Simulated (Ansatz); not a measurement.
## ZnSe wire along [110], 36 atoms a period, H-terminated: bands along the axis

Wanted: the relaxed geometry and the bands of the ZnSe wire along [110], 36 atoms a period, H-terminated.

Program: Ansatz 0.2.0. Level of theory: DFT PBE, plane waves, PAW; relaxation of a wire's period; PAW set soft_1, in the first sound run; inputs show where later runs differ. Results are calculated unless marked as measured.

## 1. The structure

The cell holds 56 atoms: 20 H, 18 Zn and 18 Se. Its edges and angles: a = 24.398 Å, b = 23.586 Å, c = 4.059 Å, α = 90.0°, β = 90.0°, γ = 90.0°. Vacuum lies along a and b. The structure's axis is c.

## 2. Relaxation of atoms and period

Band widths follow the bond lengths, so the wire is relaxed first. The atoms and the third cell vector are free; the box across stays fixed as vacuum. A Fermi-Dirac smearing is set since the result may be a metal. The pressure printed is a third of the stress's trace over the whole box, vacuum included; only the stress along the axis is relaxed.

Input file input.yaml:

```yaml
crystal:
  lattice:
    - [24.398, 0.0, 0.0]
    - [0.0, 23.586, 0.0]
    - [0.0, 0.0, 4.058792924]
  atoms:
    - { symbol: H, position: [0.197698705, 0.402280564, 0.0] }
    - { symbol: Zn, position: [0.235087565, 0.456976765, 0.0] }
    - { symbol: Se, position: [0.411536455, 0.198849512, 0.0] }
    - { symbol: Se, position: [0.411536455, 0.370934348, 0.0] }
    - { symbol: H, position: [0.43296389, 0.855842637, 0.0] }
    - { symbol: H, position: [0.448452039, 0.144845668, 0.0] }
    - { symbol: Zn, position: [0.470352751, 0.28489193, 0.0] }
    - { symbol: Zn, position: [0.470352751, 0.456976765, 0.0] }
    - { symbol: Se, position: [0.64680164, 0.198849512, 0.0] }
    - { symbol: Se, position: [0.64680164, 0.370934348, 0.0] }
    - { symbol: H, position: [0.683717224, 0.144845668, 0.0] }
    - { symbol: Zn, position: [0.705617937, 0.28489193, 0.0] }
    - { symbol: Zn, position: [0.705617937, 0.456976765, 0.0] }
    - { symbol: H, position: [0.86063939, 0.543019183, 0.182155601] }
    - { symbol: H, position: [0.256988278, 0.28489193, 0.186178948] }
    - { symbol: H, position: [0.139355685, 0.543019183, 0.313821052] }
    - { symbol: H, position: [0.743006797, 0.28489193, 0.317844399] }
    - { symbol: Se, position: [0.293903862, 0.28489193, 0.5] }
    - { symbol: Se, position: [0.293903862, 0.6290616, 0.5] }
    - { symbol: Se, position: [0.293903862, 0.456976765, 0.5] }
    - { symbol: H, position: [0.315331297, 0.144153311, 0.5] }
    - { symbol: H, position: [0.315331297, 0.769800219, 0.5] }
    - { symbol: Zn, position: [0.352720158, 0.198849512, 0.5] }
    - { symbol: Zn, position: [0.352720158, 0.370934348, 0.5] }
    - { symbol: Zn, position: [0.352720158, 0.543019183, 0.5] }
    - { symbol: Zn, position: [0.352720158, 0.715104018, 0.5] }
    - { symbol: Se, position: [0.529169047, 0.28489193, 0.5] }
    - { symbol: Se, position: [0.529169047, 0.6290616, 0.5] }
    - { symbol: Se, position: [0.529169047, 0.456976765, 0.5] }
    - { symbol: Se, position: [0.529169047, 0.801146436, 0.5] }
    - { symbol: H, position: [0.550596483, 0.144153311, 0.5] }
    - { symbol: H, position: [0.566084632, 0.85515028, 0.5] }
    - { symbol: Zn, position: [0.587985344, 0.198849512, 0.5] }
    - { symbol: Zn, position: [0.587985344, 0.370934348, 0.5] }
    - { symbol: Zn, position: [0.587985344, 0.543019183, 0.5] }
    - { symbol: Zn, position: [0.587985344, 0.715104018, 0.5] }
    - { symbol: Se, position: [0.764434233, 0.6290616, 0.5] }
    - { symbol: Se, position: [0.764434233, 0.456976765, 0.5] }
    - { symbol: H, position: [0.801349817, 0.683065445, 0.5] }
    - { symbol: H, position: [0.801349817, 0.402972921, 0.5] }
    - { symbol: Zn, position: [0.82325053, 0.543019183, 0.5] }
    - { symbol: H, position: [0.743006797, 0.28489193, 0.682155601] }
    - { symbol: H, position: [0.139355685, 0.543019183, 0.686178948] }
    - { symbol: H, position: [0.256988278, 0.28489193, 0.813821052] }
    - { symbol: H, position: [0.86063939, 0.543019183, 0.817844399] }
    - { symbol: Se, position: [0.176271269, 0.543019183, 0.0] }
    - { symbol: H, position: [0.197698705, 0.683757801, 0.0] }
    - { symbol: Zn, position: [0.235087565, 0.6290616, 0.0] }
    - { symbol: Se, position: [0.411536455, 0.543019183, 0.0] }
    - { symbol: Se, position: [0.411536455, 0.715104018, 0.0] }
    - { symbol: Zn, position: [0.470352751, 0.6290616, 0.0] }
    - { symbol: Zn, position: [0.470352751, 0.801146436, 0.0] }
    - { symbol: Se, position: [0.64680164, 0.543019183, 0.0] }
    - { symbol: Se, position: [0.64680164, 0.715104018, 0.0] }
    - { symbol: H, position: [0.683717224, 0.769107862, 0.0] }
    - { symbol: Zn, position: [0.705617937, 0.6290616, 0.0] }
kpoints:
  mp_grid: { grid: [1, 1, 20] }
scf:
  occupations: { method: fermi_dirac, width: 0.05 }
hamiltonian:
  xc: pbe
  pseudopotentials: { kind: paw, azcp: { folder: soft_1 } }
relax:
  cell: { fix: [a, b, alpha, beta, gamma] }
  max_steps: 45
  f_tol: 0.03
```

The run is started by

```sh
ansatz run input.yaml --threads 4 --pin off --max-ram 16384MiB --backend cpu --events-out ev --progress --plain --runs-dir out
```

Numbers of over 12 decimals in the logs are rounded to 6 here.

What it wrote:

```text
Engine: ansatz 0.2.0, aarch64-unknown-linux-gnu
Pseudopotentials: kind: paw
Pseudopotential: H, paw, valence charge 1, recommended cutoff 420 eV (normal), soft_1/H.paw.azcp
Pseudopotential: Zn, paw, valence charge 12, recommended cutoff 420 eV (normal), soft_1/Zn.paw.azcp
Pseudopotential: Se, paw, valence charge 16, recommended cutoff 420 eV (normal), soft_1/Se.paw.azcp
Functional definition: PBE
  parameter kappa = 0.804
  parameter beta = 0.066725
  exchange = pbe_x(kappa = kappa, mu = beta*pi^2/3)
  correlation = pbe_c(beta = beta)
Crystal: 56 atoms, lattice volume = 2335.637 Å³
Basis set: ecut = 420 eV, 45623 PW (Γ), exchange–correlation on 360×320×60 points (8 copies of the dense FFT grid, shifted against one another)
Bands: 318, of which v1, the nominal top of the filled ones, is band 262 counted from 1 (261 counted from 0)
Symmetry: 2 space group operations
Space group: Pm (ITA 6), of the structure as read, at distance tolerance 1.3e-4 Å
k-points: 11 of 20
Non-local potential: H, projectors of the file, l = 0: 2, l = 1: 1
Non-local potential: Zn, projectors of the file, l = 0: 2, l = 1: 2, l = 2: 3, l = 3: 1
Non-local potential: Se, projectors of the file, l = 0: 2, l = 1: 2, l = 2: 3, l = 3: 1
PAW form: soft (Blöchl's): semilocal exchange-correlation on the pseudo side does not see the compensation charge
PAW one-centre angular grid: H, 110 points (default); XC on 64 Gauss nodes
PAW one-centre angular grid: Zn, 590 points (default); XC on 64 Gauss nodes
PAW one-centre angular grid: Se, 590 points (default); XC on 64 Gauss nodes
Initial density: superposition of atomic densities (neutral atoms: chi_scale 0, normalization atom)
Initial wavefunctions: pseudopotential atomic-orbital guess
Functional: x = pbe(κ = 0.804, μ = 0.219515), c = pbe(β = 0.066725)
SCF iter   1: F=—  HF=-158522.567763 eV  |F-HF|=—  |Δ(HF+E_count)|=         —  Δρ=3.42e-2  dr2=4.81e1  ethr=3.10e-3  ⟨swp⟩=6.6  Hψ=15095  notcnv=0  defer=334
preconditioner: auto → LDOS  [metal: Δε(μ)=0.081 eV  Ē_g=9.911 eV  σ=0.050 eV  W_gap=0.37  n_scr=396 (ndim 8)  ℏωp=14.3 eV  f_vac=0.543  D(μ)=1.87/eV (n_scr^D=8)  β→1.0]
SCF iter   2: F=—  HF=-158581.652884 eV  |F-HF|=—  |Δ(HF+E_count)|=    5.91e1  Δρ=6.61e-2  dr2=1.37e3  ethr=3.10e-3  ⟨swp⟩=9.9  Hψ=10222  notcnv=0  defer=530  recentre
SCF iter   3: F=—  HF=-158514.509041 eV  |F-HF|=—  |Δ(HF+E_count)|=    6.71e1  Δρ=1.95e-2  dr2=1.66e1  ethr=3.10e-3  ⟨swp⟩=5.8  Hψ=8558  notcnv=0  defer=411
SCF iter   4: F=—  HF=-158511.475391 eV  |F-HF|=—  |Δ(HF+E_count)|=    3.03e0  Δρ=1.35e-2  dr2=5.90e0  ethr=3.10e-3  ⟨swp⟩=3.1  Hψ=5485  notcnv=0  defer=515
SCF iter   5: F=—  HF=-158510.102273 eV  |F-HF|=—  |Δ(HF+E_count)|=    1.37e0  Δρ=3.51e-3  dr2=1.29e0  ethr=1.13e-3  ⟨swp⟩=3.5  Hψ=5952  notcnv=0  defer=483
SCF iter   6: F=—  HF=-158509.955703 eV  |F-HF|=—  |Δ(HF+E_count)|=   1.47e-1  Δρ=1.87e-3  dr2=5.38e-1  ethr=2.47e-4  ⟨swp⟩=4.0  Hψ=4472  notcnv=0  defer=478
SCF iter   7: F=—  HF=-158509.898683 eV  |F-HF|=—  |Δ(HF+E_count)|=   5.70e-2  Δρ=1.12e-3  dr2=1.08e-1  ethr=1.03e-4  ⟨swp⟩=4.4  Hψ=4098  notcnv=0  defer=479
SCF iter   8: F=—  HF=-158509.880987 eV  |F-HF|=—  |Δ(HF+E_count)|=   1.77e-2  Δρ=4.24e-4  dr2=1.83e-2  ethr=2.06e-5  ⟨swp⟩=3.3  Hψ=5780  notcnv=0  defer=473
SCF iter   9: F=—  HF=-158509.878848 eV  |F-HF|=—  |Δ(HF+E_count)|=   2.14e-3  Δρ=2.84e-4  dr2=2.41e-3  ethr=3.50e-6  ⟨swp⟩=2.1  Hψ=4639  notcnv=0  defer=472
SCF iter  10: F=—  HF=-158509.878409 eV  |F-HF|=—  |Δ(HF+E_count)|=   4.39e-4  Δρ=1.06e-4  dr2=4.49e-4  ethr=4.60e-7  ⟨swp⟩=2.0  Hψ=4641  notcnv=0  defer=472
SCF iter  11: F=—  HF=-158509.878386 eV  |F-HF|=—  |Δ(HF+E_count)|=   2.30e-5  Δρ=5.92e-5  dr2=1.41e-4  ethr=8.57e-8  ⟨swp⟩=2.0  Hψ=4750  notcnv=0  defer=472
SCF iter  12: F=—  HF=-158509.878378 eV  |F-HF|=—  |Δ(HF+E_count)|=   8.99e-6  Δρ=2.79e-5  dr2=2.95e-5  ethr=2.69e-8  ⟨swp⟩=2.0  Hψ=4807  notcnv=0  defer=472
SCF iter  13: F=—  HF=-158509.878896 eV  |F-HF|=—  |Δ(HF+E_count)|=   5.19e-4  Δρ=1.48e-5  dr2=7.17e-6  ethr=5.63e-9  ⟨swp⟩=2.0  Hψ=5115  notcnv=0  defer=472
SCF iter  14: F=—  HF=-158509.878899 eV  |F-HF|=—  |Δ(HF+E_count)|=   3.01e-6  Δρ=9.44e-6  dr2=2.30e-6  ethr=1.37e-9  ⟨swp⟩=2.0  Hψ=4911  notcnv=0  defer=472
SCF iter  15: F=—  HF=-158509.878900 eV  |F-HF|=—  |Δ(HF+E_count)|=   3.80e-7  Δρ=3.27e-6  dr2=3.15e-7  ethr=4.38e-10  ⟨swp⟩=2.0  Hψ=4872  notcnv=0  defer=472
SCF iter  16: F=-158509.878900 eV  HF=-158509.878900 eV  |F-HF|=1.68e-7  |Δ(HF+E_count)|=   3.07e-7  Δρ=1.67e-6  dr2=8.48e-8  ethr=1.91e-11  ⟨swp⟩=4.0  Hψ=10875  notcnv=0
SCF 1 converged in 16 iterations: F = -158509.878900 eV  dr2 = 8.48e-8
  greatest PAW one-centre occupation: 1.000 electrons in one spin orbital (limit 2), on the Se atom at site 45 (counted from 0), in its partial waves of l = 2
relax step   1: F+E_penalty+E_count = -158509.87890034 eV  Δ(F+E_penalty+E_count) = +0.000e0 eV  max|allowed force component| = 1.562e0 eV/Å  Δτ_max = 0.0000 Å  P = +0.293 GPa  Ω = 2335.637 Å³  fix = [a, b, alpha, beta, gamma]  reactions: a +0.184, b -0.337 GPa; gamma -0.063 GPa/rad  (16 SCF iters, dr2 threshold 1.00e-7 eV, accepted)
Crystal: 56 atoms, lattice volume = 2348.453 Å³
Basis set: ecut = 420 eV, 45795 PW (Γ), exchange–correlation on 360×320×60 points (8 copies of the dense FFT grid, shifted against one another)
Initial density: handed on by an earlier stage of this run
Initial wavefunctions: those handed on with the density
iter 1 solved again at ethr=4.77e-4 eV; its pass at ethr=3.10e-3 eV (dr2=2.50e0 eV) is discarded
SCF iter   1: F=—  HF=-158512.763719 eV  |F-HF|=—  |Δ(HF+E_count)|=         —  Δρ=7.49e-3  dr2=2.49e0  ethr=4.77e-4  ⟨swp⟩=8.7  Hψ=18342  notcnv=0  defer=11
preconditioner: auto → LDOS  [metal: Δε(μ)=0.048 eV  Ē_g=10.100 eV  σ=0.050 eV  W_gap=0.23  n_scr=396 (ndim 8)  ℏωp=14.2 eV  f_vac=0.562  D(μ)=3.34/eV (n_scr^D=8)  β→1.0]
SCF iter   2: F=—  HF=-158512.777165 eV  |F-HF|=—  |Δ(HF+E_count)|=   1.34e-2  Δρ=6.09e-3  dr2=2.01e0  ethr=4.75e-4  ⟨swp⟩=3.0  Hψ=7189  notcnv=0  defer=487
SCF iter   3: F=—  HF=-158512.410901 eV  |F-HF|=—  |Δ(HF+E_count)|=   3.66e-1  Δρ=3.22e-3  dr2=2.97e-1  ethr=3.84e-4  ⟨swp⟩=4.0  Hψ=5684  notcnv=0  defer=485
SCF iter   4: F=—  HF=-158512.329279 eV  |F-HF|=—  |Δ(HF+E_count)|=   8.16e-2  Δρ=4.94e-4  dr2=1.49e-2  ethr=5.68e-5  ⟨swp⟩=2.3  Hψ=5471  notcnv=0  defer=486
SCF iter   5: F=—  HF=-158512.328028 eV  |F-HF|=—  |Δ(HF+E_count)|=   1.25e-3  Δρ=2.33e-4  dr2=2.13e-3  ethr=2.84e-6  ⟨swp⟩=2.0  Hψ=4795  notcnv=0  defer=486
[...]
Free energy (F): -158514.266309 eV
Harris-Foulkes:  -158514.266309 eV  (|F-HF|=2.49e-7)
Internal energy: -158514.251425 eV  (E = F + TS)
E sigma→0 (E₀):  -158514.258867 eV
Entropy (-TS):   -0.014885 eV (-0.266 meV/atom)
Fermi energy:    0.203611 eV
--- Per-component energies (eV) ---
  E_band       = -10998.009115
  E_kinetic    = 4880.516622
  E_local      = -448731.826380  (includes V_loc(G=0)·N_el)
  E_nonlocal   = 8390.756167
  E_hartree    = 219082.284064
  E_xc         = -3100.895000
  E_vxc        = -2745.724398  (∫ρ·V_xc dr)
  E_paw        = -72509.186560  (= ΣΔE_a)
  E_vpaw       = -10956.270063  (= ΣTr[D̂ρ^β])
  E_aug_tail   = -0.030200  (compensation charges beyond the density's cutoff)
  E_ewald      = 133474.129863
  E_smearing   = -0.014885  (= −TS)
  E_closure    = 0.000000  (closes the sum)
  Σ components = -158514.266309   (vs F -158514.266309, Δ=0.00e0)
--- Forces (eV/Å), atoms counted from 1 ---
  atom   1  H      0.00640942     0.00485170     0.00000000
  atom   2  Zn    -0.00393149    -0.00273554     0.00000000
  atom   3  Se    -0.00672973     0.00072977     0.00000000
  atom   4  Se    -0.00263137     0.00054525     0.00000000
  atom   5  H      0.00532456    -0.00391439     0.00000000
  atom   6  H      0.00486755    -0.00612738     0.00000000
  atom   7  Zn     0.00466690     0.00052913     0.00000000
  atom   8  Zn    -0.00020629    -0.00069991     0.00000000
  atom   9  Se    -0.00311120    -0.01151672     0.00000000
  atom  10  Se     0.00330100     0.01610466     0.00000000
  atom  11  H      0.00839951    -0.00722487     0.00000000
  atom  12  Zn    -0.00021904    -0.00039542     0.00000000
  atom  13  Zn    -0.01858760     0.00803214     0.00000000
  atom  14  H     -0.00425955     0.00214532     0.01592470
  atom  15  H      0.01024586    -0.00892279     0.00695217
  atom  16  H      0.00765927    -0.00663879     0.00143112
  atom  17  H      0.00150157    -0.00124700    -0.02567437
  atom  18  Se    -0.01937590     0.00503384     0.00000000
  atom  19  Se     0.00054354     0.00476965     0.00000000
  atom  20  Se     0.00146409    -0.00623650     0.00000000
  atom  21  H      0.00509831     0.01582661     0.00000000
  atom  22  H     -0.00062304    -0.00183589     0.00000000
  atom  23  Zn    -0.00193803    -0.00679173     0.00000000
  atom  24  Zn     0.00529388     0.01106416     0.00000000
  atom  25  Zn     0.00001527    -0.00217923     0.00000000
  atom  26  Zn    -0.00446810    -0.00171060     0.00000000
  atom  27  Se    -0.01374785     0.01681112     0.00000000
  atom  28  Se    -0.00172667     0.00006176     0.00000000
  atom  29  Se     0.00183666     0.00646722     0.00000000
  atom  30  Se    -0.00171204    -0.00421921     0.00000000
  atom  31  H      0.00607267     0.01351521     0.00000000
  atom  32  H      0.00585963     0.00407900     0.00000000
  atom  33  Zn     0.00374968    -0.01523998     0.00000000
  atom  34  Zn     0.00008672    -0.00694593     0.00000000
  atom  35  Zn    -0.00841663    -0.00253092     0.00000000
  atom  36  Zn     0.00130712    -0.00663509     0.00000000
  atom  37  Se    -0.00629694     0.00347622     0.00000000
  atom  38  Se     0.00848342    -0.01061162     0.00000000
  atom  39  H      0.00323621     0.00491658     0.00000000
  atom  40  H     -0.00296120    -0.00451534     0.00000000
[...]
atom  45  H     -0.00425955     0.00214532    -0.01592470
  atom  46  Se    -0.01740519     0.00661391     0.00000000
  atom  47  H      0.00348045    -0.00175356     0.00000000
  atom  48  Zn    -0.00405095     0.00277411     0.00000000
  atom  49  Se    -0.00170554     0.00135491     0.00000000
  atom  50  Se    -0.00123750     0.00888014     0.00000000
  atom  51  Zn    -0.00074549    -0.00056097     0.00000000
  atom  52  Zn    -0.00295032     0.00037903     0.00000000
  atom  53  Se    -0.00275646     0.00849189     0.00000000
  atom  54  Se    -0.00091599    -0.00632007     0.00000000
  atom  55  H      0.00072750     0.00973267     0.00000000
  atom  56  Zn     0.00160685    -0.00868336     0.00000000
  max |Σ_I F_I| component: 3.17e-6 eV/Å
--- Stress (GPa, compression-positive) ---
       -0.009288      -0.003394       0.000000
       -0.003394       0.007216       0.000000
        0.000000       0.000000       0.002564
  P = ⅓ Tr σ = 0.0002 GPa (0.002 kbar)
--- Relaxed structure (9 steps of the walk, 8 accepted, 1 SCFs on fresh bases) ---
  F+E_penalty+E_count = -158514.26630933 eV   max|allowed force component| = 2.567e-2 eV/Å   (the final SCF, on the basis selected at the relaxed cell)
  cell:  # Å, volume = 2408.2047 Å³
    - [24.398, 0, 0.0]
    - [0, 23.586, 0.0]
    - [0.0, 0.0, 4.184898]
  atoms:
    - { symbol: H, position: [0.196757, 0.388517, 0] }
    - { symbol: Zn, position: [0.242148, 0.434327, 0] }
    - { symbol: Se, position: [0.406052, 0.208168, 0] }
    - { symbol: Se, position: [0.412969, 0.372193, 0] }
    - { symbol: H, position: [0.434097, 0.873596, 0] }
    - { symbol: H, position: [0.441898, 0.157526, 0] }
    - { symbol: Zn, position: [0.473118, 0.287697, 0] }
    - { symbol: Zn, position: [0.469440, 0.459152, 0] }
    - { symbol: Se, position: [0.641165, 0.209702, 0] }
    - { symbol: Se, position: [0.644527, 0.367737, 0] }
    - { symbol: H, position: [0.672277, 0.155822, 0] }
    - { symbol: Zn, position: [0.717845, 0.286297, 0] }
    - { symbol: Zn, position: [0.698811, 0.453025, 0] }
    - { symbol: H, position: [0.873020, 0.535502, 0.115553] }
    - { symbol: H, position: [0.279997, 0.288869, 0.105405] }
    - { symbol: H, position: [0.149952, 0.535100, 0.249054] }
    - { symbol: H, position: [0.749693, 0.287508, 0.389476] }
    - { symbol: Se, position: [0.295168, 0.285825, 0.500000] }
    - { symbol: Se, position: [0.295005, 0.631425, 0.500000] }
    - { symbol: Se, position: [0.296861, 0.456660, 0.500000] }
    - { symbol: H, position: [0.315307, 0.132655, 0.500000] }
    - { symbol: H, position: [0.312523, 0.780984, 0.500000] }
    - { symbol: Zn, position: [0.344164, 0.190855, 0.500000] }
    - { symbol: Zn, position: [0.355733, 0.370489, 0.500000] }
    - { symbol: Zn, position: [0.352328, 0.545505, 0.500000] }
    - { symbol: Zn, position: [0.347079, 0.725893, 0.500000] }
    - { symbol: Se, position: [0.529249, 0.284265, 0.500000] }
    - { symbol: Se, position: [0.526109, 0.627623, 0.500000] }
    - { symbol: Se, position: [0.527794, 0.456695, 0.500000] }
    - { symbol: Se, position: [0.519305, 0.796679, 0.500000] }
    - { symbol: H, position: [0.550781, 0.132346, 0.500000] }
    - { symbol: H, position: [0.558510, 0.844627, 0.500000] }
    - { symbol: Zn, position: [0.579593, 0.190945, 0.500000] }
    - { symbol: Zn, position: [0.587067, 0.370149, 0.500000] }
    - { symbol: Zn, position: [0.584559, 0.542058, 0.500000] }
    - { symbol: Zn, position: [0.577754, 0.714800, 0.500000] }
    - { symbol: Se, position: [0.763352, 0.619840, 0.500000] }
    - { symbol: Se, position: [0.758453, 0.463933, 0.500000] }
    - { symbol: H, position: [0.787165, 0.677613, 0.500000] }
    - { symbol: H, position: [0.783480, 0.406722, 0.500000] }
    - { symbol: Zn, position: [0.855179, 0.534140, 0.500000] }
    - { symbol: H, position: [0.749693, 0.287508, 0.610524] }
    - { symbol: H, position: [0.149952, 0.535100, 0.750946] }
    - { symbol: H, position: [0.279997, 0.288869, 0.894595] }
    - { symbol: H, position: [0.873020, 0.535502, 0.884447] }
    - { symbol: Se, position: [0.192749, 0.541711, 0] }
    - { symbol: H, position: [0.192588, 0.697656, 0] }
    - { symbol: Zn, position: [0.243491, 0.658968, 0] }
    - { symbol: Se, position: [0.410734, 0.544524, 0] }
    - { symbol: Se, position: [0.409000, 0.716803, 0] }
    - { symbol: Zn, position: [0.465462, 0.632540, 0] }
    - { symbol: Zn, position: [0.449833, 0.810574, 0] }
    - { symbol: Se, position: [0.643777, 0.542380, 0] }
    - { symbol: Se, position: [0.639750, 0.708004, 0] }
    - { symbol: H, position: [0.674382, 0.759662, 0] }
    - { symbol: Zn, position: [0.704952, 0.624108, 0] }
[key lines of the parts left out:]
SCF converged after 10 iterations
```

The job ended after 89 min (4 threads of Arm Neoverse V2, shared host; peak memory 13 GiB).

Relaxation path:

```csv
step,energy less that of the first step (eV),largest force component (eV/Å),pressure (GPa),volume (Å³)
1,0.0000,1.5623,0.29,2335.64
2,-2.4496,0.9246,0.20,2348.45
3,-3.5372,0.6587,0.21,2358.31
4,-3.6243,5.6263,0.21,2378.04
5,-4.1763,0.7720,-0.10,2401.30
6,-4.3052,0.3282,-0.05,2405.67
7,-4.2902,0.7161,0.00,2411.77
8,-4.3681,0.0678,-0.01,2407.73
9,-4.3710,0.0283,0.00,2408.20
10*,-4.3874,0.0257,0.00,2408.20
```

Relaxation steps marked * repeat the geometry before them on a plane-wave basis chosen anew for their cell, so energy and pressure can jump there. Relaxation step 7 was tried and not accepted.

The run keeps the 2 symmetry operations that it works with, so distortions that break them were not tested.

```csv
cell as run,before,after,change
c (Å),4.059,4.185,+3.1 %
```

The atoms that moved most (Å, along periodic axes as changes of fractional coordinates times the final cell, across vacuum about the mean position):

```csv
atom,dx,dy,dz,length
Zn41,0.779,-0.209,0.000,0.807
Zn48,0.205,0.705,0.000,0.735
H44,0.561,0.094,0.338,0.662
H15,0.561,0.094,-0.338,0.662
Zn2,0.172,-0.534,0.000,0.561
Zn52,-0.501,0.222,0.000,0.548
H45,0.302,-0.177,0.279,0.448
H14,0.302,-0.177,-0.279,0.448
```

Numbers from this step:

```
energy at zero smearing    : -158514.2589 eV
cell length along the wire : 4.185 Å
```

The cell's length comes to 4.185 Å with spin left out.

(Continued in part 2 of 2.)

[Logs are printed without paths, hosts, clocks, repeated set-up lines and the standing remarks that a program may print on its own settings, such as how far it seeks lower states.]

[Hosts, paths, dates, database ids (printed as entryN), source tags and the programs' standing remarks are cut or masked in the printed files.]
